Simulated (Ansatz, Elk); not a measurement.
# How far do independent atoms describe HfScB2?, part 2 of 2

Structure refinements treat a crystal as free atoms side by side. For a made-up structure of HfScB2 (cell and positions from a PBE relaxation) the runs below show what the calculated density changes in F(hkl).

Elk 11.2.3 (patched build); all-electron DFT.

So far: The starting structure; Ground state and structure factors; The highest occupied states alone.

The structure was built from a prototype and need not be the compound's stable phase.

## 4. Another functional

Level of this step: DFT, LDA (Perdew-Wang), all-electron APW+lo, Dirac cores, scalar-relativistic bands, static density, no spin (Elk).

The difference from free atoms is small, so it is set against the change that LDA (Perdew-Wang) makes.

File elk.in:

```
tasks
  0
  195

xctype
  3

spinpol
  .false.

rgkmax
  7.0

gmaxvr
  14.0

lmaxo
  7

lmaxapw
  8

swidth
  0.002

tshift
  .false.

ramdisk
  .false.

hmaxvr
  5.5

maxscl
  120

epspot
  1e-06

sppath
  './'

avec
  6.51497967634 -0.00000000000 0.00000000000
  -0.00000000000 6.51497967634 0.00000000000
  0.00000000000 0.00000000000 9.22450428956

atoms
  3
  'Hf.in'
  1
  0.5000000000 0.5000000000 0.0000000000   0.000000 0.000000 0.000000
  'Sc.in'
  1
  0.0000000000 -0.0000000000 0.5000000000   0.000000 0.000000 0.000000
  'B.in'
  2
  0.5000000000 0.5000000000 0.5000000000   0.000000 0.000000 0.000000
  -0.0000000000 -0.0000000000 0.0000000000   0.000000 0.000000 0.000000

ngridk
  7 7 5
```

Run with:

```console
$ OMP_NUM_THREADS=4 elk
```

Numbers of over 12 decimals in the logs are rounded to 6 here.

Output:

```text
┌─────────────────────────┐
│ Elk code version 11.2.3 │
└─────────────────────────┘

All units are atomic (Hartree, Bohr, etc.)

┌─────────────────────────────────────────────────┐
│ Ground-state run starting from atomic densities │
└─────────────────────────────────────────────────┘

Lattice vectors :
   6.514979676      -0.000000000       0.000000000
  -0.000000000       6.514979676       0.000000000
   0.000000000       0.000000000       9.224504290

Reciprocal lattice vectors :
  0.9644213212       0.000000000      -0.000000000
[...]
interstitial                :    5.587164909
 muffin-tins (core leakage)
  species : 1 (Hf)
[...]
species : 2 (Sc)
[...]
species : 3 (B)
   atom 1                    :    3.787303842     (  0.7921411044E-04)
   atom 2                    :    3.826301835     (  0.7967222899E-04)
 total in muffin-tins        :    97.41283509
 total calculated charge     :    102.9985565
 total charge                :    103.0000000
 error                       :   0.1443538748E-02

┌──────────────────────────────┐
│ Self-consistent loop stopped │
└──────────────────────────────┘

Wrote STATE.OUT
[key lines of the parts left out:]
total energy                :     -15900.589809927
```

The job ended after 11 s (4 threads of Arm Neoverse V2, shared host; peak memory 0.19 GiB).

Against the first run R = 0.03 %; the largest change is +0.033 at 101.

## 5. A coarser k-mesh

About half the k-points along each axis test the sampling.

Edit elk.in of step 4 so:

```diff
@@ -5,3 +5,3 @@
 xctype
-  3
+  20
 
@@ -62,2 +62,2 @@
 ngridk
-  7 7 5
+  4 4 2
```

Run with:

```console
$ OMP_NUM_THREADS=4 elk
```

Output:

```text
┌─────────────────────────┐
│ Elk code version 11.2.3 │
└─────────────────────────┘

All units are atomic (Hartree, Bohr, etc.)

┌─────────────────────────────────────────────────┐
│ Ground-state run starting from atomic densities │
└─────────────────────────────────────────────────┘

Lattice vectors :
   6.514979676      -0.000000000       0.000000000
  -0.000000000       6.514979676       0.000000000
   0.000000000       0.000000000       9.224504290

Reciprocal lattice vectors :
  0.9644213212       0.000000000      -0.000000000
[...]
interstitial                :    5.622802301
 muffin-tins (core leakage)
  species : 1 (Hf)
[...]
species : 2 (Sc)
[...]
species : 3 (B)
   atom 1                    :    3.795912436     (  0.7624554762E-04)
   atom 2                    :    3.838720283     (  0.7665805775E-04)
 total in muffin-tins        :    97.37719770
 total calculated charge     :    102.9983552
 total charge                :    103.0000000
 error                       :   0.1644828392E-02

┌──────────────────────────────┐
│ Self-consistent loop stopped │
└──────────────────────────────┘

Wrote STATE.OUT
[key lines of the parts left out:]
total energy                :     -15911.782961652
```

Elapsed: 14 s, on 4 threads; peak memory 0.19 GiB; 32 s of CPU time.

Against the first run R = 0.02 %; the largest change is -0.103 at 002.

## 6. Basis size

A smaller basis shows how fast F responds to it; the change is likely larger than the basis error of the first run, but doesn't show convergence.

Edit elk.in of step 5 so:

```diff
@@ -11,3 +11,3 @@
 rgkmax
-  7.0
+  5.5
 
@@ -62,2 +62,2 @@
 ngridk
-  4 4 2
+  7 7 5
```

Run with:

```console
$ OMP_NUM_THREADS=4 elk
```

Output:

```text
┌─────────────────────────┐
│ Elk code version 11.2.3 │
└─────────────────────────┘

All units are atomic (Hartree, Bohr, etc.)

┌─────────────────────────────────────────────────┐
│ Ground-state run starting from atomic densities │
└─────────────────────────────────────────────────┘

Lattice vectors :
   6.514979676      -0.000000000       0.000000000
  -0.000000000       6.514979676       0.000000000
   0.000000000       0.000000000       9.224504290

Reciprocal lattice vectors :
  0.9644213212       0.000000000      -0.000000000
[...]
interstitial                :    5.710323737
 muffin-tins (core leakage)
  species : 1 (Hf)
[...]
species : 2 (Sc)
[...]
species : 3 (B)
   atom 1                    :    3.773256763     (  0.7594874946E-04)
   atom 2                    :    3.814017230     (  0.7635611153E-04)
 total in muffin-tins        :    97.28967626
 total calculated charge     :    102.9986258
 total charge                :    103.0000000
 error                       :   0.1374247537E-02

┌──────────────────────────────┐
│ Self-consistent loop stopped │
└──────────────────────────────┘

Wrote STATE.OUT
[key lines of the parts left out:]
total energy                :     -15911.741454074
```

It took 18 s on 4 threads; peak memory 0.19 GiB; 49 s of CPU time.

Against the first run R = 0.01 %; the largest change is +0.032 at 103.

## 7. Settings against the effect

| run | R against the first run (%) | R against neutral atoms, low angle (%) | wall time |
| --- | --- | --- | --- |
| PBE, rgkmax 7 | 0.00 | 0.32 | 20 s |
| LDA (Perdew-Wang) | 0.03 | 0.32 | 11 s |
| k-mesh 4×4×2 | 0.02 | 0.33 | 14 s |
| rgkmax 5.5 | 0.01 | 0.33 | 18 s |

## 8. Summary of results

```
R against neutral atoms, sin θ/λ < 0.3 Å⁻¹ : 0.32 %
R against neutral atoms, 0.3 to 0.83 Å⁻¹   : 0.20 %
```

**Reading.** Independent neutral atoms miss the calculated amplitudes by R = 0.32 % below 0.3 Å⁻¹ and 0.20 % from there to 0.83 Å⁻¹; by shells, 0.16 % below 0.15 Å⁻¹ (2 forms), 0.34 % 0.15 to 0.3 (7 forms), 0.15 % 0.3 to 0.45 (16 forms), 0.20 % above 0.45 (85 forms). Bonding, aspherical density and the tables' own atoms all enter these figures, and the runs don't part them. The largest change of an amplitude is -0.58 electrons, at 101. The window's part falls from 13.0 electrons at the origin to at most 0.12 between 0.45 and 0.83 Å⁻¹. Below 0.3 Å⁻¹ the changes that finished (LDA (Perdew-Wang), k-mesh 4×4×2 and rgkmax 5.5) move F by R = 0.05 % at most, against the 0.32 % that separates it from free atoms. Spin-orbit coupling is left out, which can matter for elements this heavy. Part of the difference isn't bonding: the tables are fits to free atoms and ions calculated by other methods than this functional. Thermal motion, anomalous dispersion and extinction are left out.

[Logs are printed without paths, hosts, clocks, repeated set-up lines and the standing remarks that a program may print on its own settings, such as how far it seeks lower states.]

[Hosts, paths, dates, database ids (printed as entryN), source tags and the programs' standing remarks are cut or masked in the printed files.]
